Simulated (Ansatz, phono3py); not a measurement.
# Phonon transport in SrCl2 (Fm-3m)

Aim: the lattice thermal conductivity of SrCl2 against temperature, and which phonons carry it.

Measurements to reproduce:
- thermal conductivity 2.3 W/m/K near room temperature (given in “Predicting the lattice thermal conductivity of solids by solving the Boltzmann transport equation: AFLOW - AAPL an automated, accurate and efficient framework”, 2017, arXiv:1611.05481)

Main program and level: Ansatz 0.2.0; DFT LDA, scalar-relativistic, plane waves, PAW; PAW set soft_1.

Report form: the programs' logs are mostly left out.

## 1. The starting structure

Symmetry: Fm-3m, No. 225, cubic system. Conventional cell: a = 6.977 Å, b = 6.977 Å, c = 6.977 Å, α = 90.00°, β = 90.00°, γ = 90.00°. Sr has 8 Cl at 3.02 Å nearest. Nearest to Cl lie 4 Sr at 3.02 Å. Farther neighbours and most contacts between anions are not listed.

As a file:

```cif
data_structure
_symmetry_space_group_name_H-M 'Fm-3m'
_symmetry_Int_Tables_number 225
_cell_length_a 6.9767
_cell_length_b 6.9767
_cell_length_c 6.9767
_cell_angle_alpha 90.000
_cell_angle_beta 90.000
_cell_angle_gamma 90.000
_cell_volume 339.59
loop_
_atom_site_label
_atom_site_type_symbol
_atom_site_symmetry_multiplicity
_atom_site_Wyckoff_symbol
_atom_site_fract_x
_atom_site_fract_y
_atom_site_fract_z
_atom_site_occupancy
Sr1 Sr 4 a 0.00000 0.00000 0.00000 1
Cl1 Cl 8 c 0.25000 0.75000 0.75000 1
```

## 2. Probe on a coarse mesh

Before spending time, one coarse run tells the gap and the pressure of the starting cell.

input.yaml reads:

```yaml
crystal:
  lattice:
    - [0.0, 3.48835, 3.48835]
    - [3.48835, 0.0, 3.48835]
    - [3.48835, 3.48835, 0.0]
  atoms:
    - { symbol: Sr, position: [0.0, 0.0, 0.0] }
    - { symbol: Cl, position: [0.25, 0.25, 0.25] }
    - { symbol: Cl, position: [0.75, 0.75, 0.75] }
kpoints:
  mp_grid: { grid: [4, 4, 4] }
hamiltonian:
  xc: lda
  pseudopotentials: { kind: paw, azcp: { folder: soft_1 }, xc_functional: pbe }
scf:
  occupations: { method: gaussian, width: 0.1 }
  lower_state_search: "off"
output:
  forces: true
  stress: true
  eigenvalues: true
```

The run is started by

```
$ ansatz run input.yaml --threads 8 --pin off --max-ram 19456MiB --backend cpu --events-out ev --progress --plain --runs-dir out
```

Wall time 0.99 s (8 threads of Arm Neoverse V1, shared host); peak memory 0.29 GiB.

A gap read on the k-mesh alone can miss the band edges.

This step gave:

```yaml
pressure: -2.843 GPa
gap_on_the_k_mesh: 4.882 eV
volume_per_atom: 28.30 Å³/atom
```

The start is under -2.8 GPa at this level and looks like an insulator or semiconductor on this mesh.

## 3. Relaxation

Phonons are second derivatives about a minimum, so cell and atoms are relaxed first, inside the symmetry of the start.

input.yaml, the sections that differ from step 2:

```yaml
kpoints:
  mp_grid: { grid: [6, 6, 6] }
scf:
  occupations: { method: gaussian, width: 0.02 }
  lower_state_search: "off"
output:
  forces: true
  stress: true
  eigenvalues: true
  write_density: true
  write_potential: true
  elf: true
  volumetric_format: npy
relax:
  adjacent_minimum: "off"
  f_tol: 0.005
  max_steps: 80
  cell: { stress_tol: 0.05 }
# crystal, hamiltonian: as in step 2
```

Wall time 1.4 s (8 threads); peak memory 0.34 GiB.

The steps of the relaxation:

```
step  energy less that of the first step (eV)  largest force component (eV/Å)  pressure (GPa)  volume (Å³)
   1                                   0.0000                          0.0000           -2.84        84.90
   2                                  -0.0600                          0.0000            0.03        78.58
  3*                                  -0.0598                          0.0000            0.03        78.58
```

Relaxation steps marked * repeat the geometry before them on a plane-wave basis chosen anew for their cell, so energy and pressure can jump there.

The run keeps the 48 symmetry operations that it works with, so distortions that break them were not tested.

| conventional cell, symmetrised | before | after | change |
| --- | --- | --- | --- |
| a (Å) | 6.977 | 6.799 | -2.5 % |
| b (Å) | 6.977 | 6.799 | -2.5 % |
| c (Å) | 6.977 | 6.799 | -2.5 % |
| volume (Å³/atom) | 28.30 | 26.19 | -7.4 % |

The relaxed structure:

```xyz
3
Lattice="0.0000 3.3995 3.3995 3.3995 0.0000 3.3995 3.3995 3.3995 0.0000" Properties=species:S:1:pos:R:3 pbc="T T T"
Sr    0.0000    0.0000    0.0000
Cl    1.6998    1.6998    1.6998
Cl    5.0993    5.0993    5.0993
```

Numbers from this step:

```yaml
pressure: 0.02703 GPa
gap_on_the_k_mesh: 5.100 eV
volume_per_atom: 26.19 Å³/atom
```

Electrostatic potential energy in the ac plane of a cell with a along [110], b along [-110] and c along [001] of the cube at fractional y = 0.000, with atoms of Sr and Cl within 0.2 Å of it. With pseudopotentials it is smooth inside the atoms' cores, unlike the true potential.

Values in eV, 10 rows by 16 columns, each cell a mean:
```
-75 -17   5   8   8   7  -6 -63 -75 -17   5   8   8   7  -6 -63
 -3   3   4 -18 -22   0   5  -1  -3   3   4 -18 -22   0   5  -1
  8   9  -1 -34 -36 -10   8   8   8   9  -1 -34 -36 -10   8   8
 10  10   7  -8 -12   5  10  10  10  10   7  -8 -12   5  10  10
 10  10  10   9   9  10  10  10  10  10  10   9   9  10  10  10
 10  10  10   8   8   9  10  10  10  10  10   8   8   9  10  10
 10  10   6 -18 -22   1  10  10  10  10   6 -18 -22   1  10  10
  7   8  -1 -34 -36 -10   8   7   7   8  -1 -34 -36 -10   8   7
-14   1   5  -8 -12   3   3  -9 -14   1   5  -8 -12   3   3  -9
-89 -23   5   9   9   6  -9 -78 -89 -23   5   9   9   6  -9 -78
```
Columns run along a (9.6 Å; values clipped at the 3rd and 97th percentile), rows up along c (6.8 Å), edges of the conventional cell, whose origin can differ from the input's. Atoms in or near the plane, at fractional coordinates: Sr at (0.00, 0.00), Sr at (0.50, 0.00), Cl at (0.25, 0.25), Cl at (0.75, 0.25), Cl at (0.25, 0.75), Cl at (0.75, 0.75).

ELF in the ac plane of a cell with a along [110], b along [-110] and c along [001] of the cube at fractional y = 0.000, with atoms of Sr and Cl within 0.2 Å of it. It is the smooth field of the valence electrons, not physical close to the nuclei.

Ten even steps from '_' (0.00) to '@' (0.86), each cell a mean:
```
==%%%%--__::----::..--%%%%==**@@**....::--::....**@@++
@@@@**..--##%%%%##--::**@@@@@@%%--::++%%%%%%++::==%%@@
##++::::##@@@@@@@@##::::**####--..++@@@@@@@@@@++::==##
......++@@@@####@@@@++........__--%%@@%%**%%@@%%--__..
____::##@@%%====%%@@##::________++@@@@**--##@@%%==____
____::##@@@@####@@@@##::______..++%%@@%%**%%@@%%==..__
____::++%%@@@@@@@@%%++..________==##@@@@@@@@@@##--____
____..--**##%%%%##**--__________::==##%%%%%%##==..____
________..::----::..______________..::----::::..______
____________......____________________......__________
______..--++****++--..____________::==++**++==::..____
____..==##@@@@@@@@##==..________::**%%@@@@@@%%**::____
____::**@@@@@@@@@@@@**::______..==%%@@@@%%@@@@%%==..__
____::##@@@@++++@@@@##::______..++@@@@##==##@@%%++..__
____::**@@@@++++@@@@**..________==%%@@##==##@@%%==____
==--..==%%@@%%@@@@@@==..::====..::##@@@@%%@@@@##::..==
@@%%==::**@@@@@@@@++..==%%@@%%**::--%%@@@@@@%%--::**@@
##@@##::::==****==..::%%@@##%%@@++..--++**++--..++@@%%
..##@@==__......____==@@##..==@@##..__......__..##@@==
```
Columns run along a (9.6 Å), rows up along c (6.8 Å), edges of the conventional cell, whose origin can differ from the input's. Atoms in or near the plane, at fractional coordinates: Sr at (0.00, 0.00), Sr at (0.50, 0.00), Cl at (0.25, 0.25), Cl at (0.75, 0.25), Cl at (0.25, 0.75), Cl at (0.75, 0.75).

Valence density in the ac plane of a cell with a along [110], b along [-110] and c along [001] of the cube at fractional y = 0.000, with atoms of Sr and Cl within 0.2 Å of it. It is the smooth field of the valence electrons, not physical close to the nuclei.

Ten even steps from '0' (0.0 e/Å³) to '9' (2.5 e/Å³), each cell a mean:
```
994100000014999720000000279
852001111002587310011100147
210013443100122101245420012
000025665200000001465641000
000036336300000001552551000
000025555200000001465641000
000013443100000000245420000
000001111000000000011100000
000000000000000000000000000
000000000000000000000000000
000000000000000000000000000
000001321000000000123210000
000014664100000001356531000
000036446200000001463641000
000036446300000001563641000
100024664200010001356531000
531012332101354200123210024
983000000003899510000000159
795100000015979820000000289
```
Columns run along a (9.6 Å), rows up along c (6.8 Å), edges of the conventional cell, whose origin can differ from the input's. Atoms in or near the plane, at fractional coordinates: Sr at (0.00, 0.00), Sr at (0.50, 0.00), Cl at (0.25, 0.25), Cl at (0.75, 0.25), Cl at (0.25, 0.75), Cl at (0.75, 0.75).

The relaxation ends with a pressure of 0.03 GPa.

## 4. Relaxing to small residual forces and stress

The relaxation is repeated with tighter thresholds on force and stress, since phonons are sensitive to what is left; a change of mesh or smearing in the input moves the cell too.

input.yaml, the sections that differ from step 3:

```yaml
crystal:
  lattice:
    - [0.0, 3.3995362249, 3.3995362249]
    - [3.3995362249, 0.0, 3.3995362249]
    - [3.3995362249, 3.3995362249, 0.0]
  atoms:
    - { symbol: Sr, position: [0.0, 0.0, 0.0] }
    - { symbol: Cl, position: [0.25, 0.25, 0.25] }
    - { symbol: Cl, position: [0.75, 0.75, 0.75] }
scf:
  occupations: { method: fixed }
  lower_state_search: "off"
output:
  forces: true
  stress: true
  eigenvalues: true
relax:
  adjacent_minimum: "off"
  f_tol: 0.001
  max_steps: 60
  cell: { stress_tol: 0.01 }
# kpoints, hamiltonian: as in step 3
```

The job ended after 1.2 s (8 threads; peak memory 0.33 GiB; 6 s of CPU time).

Little changed from the start: no atom moved by 0.005 Å and no cell edge by 0.1 %.

Numbers from this step:

```
pressure          : -0.003847 GPa
gap on the k-mesh : 5.101 eV
volume per atom   : 26.21 Å³/atom
```

The residual pressure is -0.0038 GPa, small enough for phonons.

## 5. An input with a fault

This input was changed on purpose, to see how the program answers.

input.yaml reads:

```yaml
crystal:
  lattice:
    - [0.0, 3.4003285444, 3.4003285444]
    - [3.4003285444, 0.0, 3.4003285444]
    - [3.4003285444, 3.4003285444, 0.0]
  atoms:
    - { symbol: Sr, position: [0.0, 0.0, 0.0] }
    - { symbol: Cl, position: [0.25, 0.25, 0.25] }
    - { symbol: Cl, position: [0.75, 0.75, 0.75] }
kpoints:
  mp_grid: { grid: [4, 4, 4] }
hamiltonian:
  xc: lda
  pseudopotentials: { kind: paw, azcp: { folder: soft_1 }, xc_functional: pbe }
scf:
  occupations: { method: fixed }
  lower_state_search: "off"
  max_iter: 60
output:
  eigenvalues: true
phonons:
  supercell: [2, 2, 2]
  dielectric: false
  third_order: { supercell: [2, 2, 2], pair_cutoff: 3.095 }
  lattice_thermal_conductivity:
    qmesh: [9, 9, 9]
    temperatures: [300]
    isotope_mass_variance:
      - { species: Cl, variance: -0.0001 }
      - { species: Sr, variance: -0.0001 }
```

The job ended after 0.59 s (8 threads; peak memory 0.032 GiB).

The input was rejected at the start.

The program's message: “Error: 2 input errors — fix all and re-run
  1. invalid value for `phonons.lattice_thermal_conductivity.isotope_mass_variance[].variance`: must be finite and ≥ 0; got -0.0001
  2. invalid value for `p …”

The fault put into the input: a negative mass variance.

## 6. A cheap rung, q-mesh of the transport sums 9×9×9, supercell 2×2×2

A small supercell and a short cutoff cost little, and show how far such settings carry.

input.yaml, the sections that differ from step 5:

```yaml
scf:
  occupations: { method: fixed }
  lower_state_search: "off"
phonons:
  method: fd
  dielectric: true
  supercell: [2, 2, 2]
  temperatures: { t_max: 1000, t_step: 50 }
  qpath:
    path:
      - [[0.0, 0.0, 0.0], [0.5, 0.0, 0.5], [0.625, 0.25, 0.625]]
      - [[0.375, 0.375, 0.75], [0.0, 0.0, 0.0], [0.5, 0.5, 0.5], [0.5, 0.25, 0.75], [0.5, 0.0, 0.5]]
    npoints: 10
  third_order: { supercell: [2, 2, 2], pair_cutoff: 3.095 }
  lattice_thermal_conductivity:
    qmesh: [9, 9, 9]
    temperatures: [100.0, 150.0, 200.0, 300.0, 400.0, 500.0, 600.0, 800.0]
    isotope_mass_variance:
      - { species: Cl, variance: 0.0005827 }
      - { species: Sr, variance: 6.1e-05 }
# crystal, kpoints, hamiltonian, output: as in step 5
```

The job ended after 1.9 min (8 threads; peak memory 2.5 GiB).

This step gave:

```yaml
lowest_frequency_on_the_path: 0 cm⁻¹
zero_point_energy: 0.08017 eV/cell
point_group: m-3m
highest_frequency: 236.3 cm⁻¹
debye_temperature_from_the_second_moment: 282 K
kappa_at_300_k_relaxation_time: 4.55 W/m/K
kappa_at_300_k_full_solution: 4.585 W/m/K
dipole_term: run
mean_free_path_at_half_of_kappa: 7.58 nm
share_of_kappa_above_the_three_lowest_branches: 0.304
third_order_blocks: 51
periodic_aliases_dropped: 0
largest_relative_sum_rule_correction: 0.08894
displaced_cells_third_order: 33
```

W/m/K. Kappa, by row:

```
T (K)  RTA xx  RTA yy  RTA zz  full xx  full yy  full zz  coherence part xx  coherence part yy  coherence part zz     ending  iterations  least Ritz value
  100   13.64   13.64   13.64    13.72    13.72    13.72             0.1424             0.1424             0.1424  converged           7             0.749
  150    8.89    8.89    8.89    8.951    8.951    8.951             0.1752             0.1752             0.1752  converged           7             0.738
  200     6.7     6.7     6.7    6.749    6.749    6.749             0.1875             0.1875             0.1875  converged           7             0.733
  300    4.55    4.55    4.55    4.585    4.585    4.585             0.1985             0.1985             0.1985  converged           7             0.729
  400   3.478   3.478   3.478    3.505    3.505    3.505             0.2048             0.2048             0.2048  converged           7             0.727
  500   2.833   2.833   2.833    2.855    2.855    2.855             0.2092             0.2092             0.2092  converged           7             0.727
  600   2.402   2.402   2.402    2.421    2.421    2.421             0.2123             0.2123             0.2123  converged           7             0.726
  800   1.862   1.862   1.862    1.876    1.876    1.876             0.2155             0.2155             0.2155  converged           7             0.725
```

This rung gives 4.55 W/(m K) at 300 K by relaxation time, but with 24 atoms, 1 neighbour distance inside the cutoff and a 9×9×9 mesh it is a test, not the conductivity of the crystal.

## 7. A cheap rung, q-mesh of the transport sums 15×15×15, q-mesh 4×4×4

input.yaml: that of step 6 with these lines changed.

```diff
@@ -22,3 +22,3 @@
   dielectric: true
-  supercell: [2, 2, 2]
+  qmesh: [4, 4, 4]
   temperatures: { t_max: 1000, t_step: 50 }
@@ -31,3 +31,3 @@
   lattice_thermal_conductivity:
-    qmesh: [9, 9, 9]
+    qmesh: [15, 15, 15]
     temperatures: [100.0, 150.0, 200.0, 300.0, 400.0, 500.0, 600.0, 800.0]
```

Wall time 2.5 min (8 threads); peak memory 2.5 GiB; 18 min of CPU time.

This step gave:

- zero-point energy: 0.07999 eV/cell
- κ at 300 K (relaxation time): 5.017 W/m/K
- κ at 300 K (full solution): 5.074 W/m/K
- mean free path at half of κ: 11.8 nm
- share of κ above the three lowest branches: 0.261
- largest relative sum-rule correction: 0.08898

W/m/K. Kappa, by row:

```csv
T (K),RTA xx,RTA yy,RTA zz,full xx,full yy,full zz,coherence part xx,coherence part yy,coherence part zz,ending,iterations,least Ritz value
100,15.49,15.49,15.49,15.66,15.66,15.66,0.1409,0.1409,0.1409,converged,7,0.749
150,9.929,9.929,9.929,10.04,10.04,10.04,0.1813,0.1813,0.1813,converged,7,0.737
200,7.432,7.432,7.432,7.517,7.517,7.517,0.1994,0.1994,0.1994,converged,7,0.733
300,5.017,5.017,5.017,5.074,5.074,5.074,0.2126,0.2126,0.2126,converged,7,0.729
400,3.821,3.821,3.821,3.864,3.864,3.864,0.216,0.216,0.216,converged,7,0.727
500,3.103,3.103,3.103,3.138,3.138,3.138,0.2165,0.2165,0.2165,converged,7,0.726
600,2.623,2.623,2.623,2.653,2.653,2.653,0.216,0.216,0.216,converged,7,0.725
800,2.022,2.022,2.022,2.044,2.044,2.044,0.2141,0.2141,0.2141,converged,7,0.725
```

This rung gives 5.02 W/(m K) at 300 K by relaxation time, but with 24 atoms, 1 neighbour distance inside the cutoff and a 15×15×15 mesh it is a test, not the conductivity of the crystal.

For the κ at 300 K (relaxation time), step 6 gave 4.55 W/m/K; this run, with q-mesh of the transport sums 15×15×15 and q-mesh 4×4×4, gives 5.02 W/m/K (+10 %).

## 8. The ladder

Ladder, by row:

```
cells or q mesh  k mesh  pair cutoff  atoms in the supercell  q-mesh of the transport sums  κ at 300 K (relaxation time) (W/m/K)  κ at 300 K (full solution) (W/m/K)  core-minutes
          2x2x2   4x4x4        3.095                      24                         9×9×9                                  4.55                               4.585          14.4
          4x4x4   4x4x4        3.095                      24                      15×15×15                                 5.017                               5.074          18.1
```

## 9. What came out

```json
{"conductivity": "not obtained on sound settings"}
```

In words: No conductivity was obtained: no run with a large enough supercell and cutoff finished.

[Logs are printed without paths, hosts, clocks, repeated set-up lines and the standing remarks that a program may print on its own settings, such as how far it seeks lower states.]

[Hosts, paths, dates, database ids (printed as entryN), source tags and the programs' standing remarks are cut or masked in the printed files.]

[A step with changed settings may run another functional than the one named; its input shows which.]
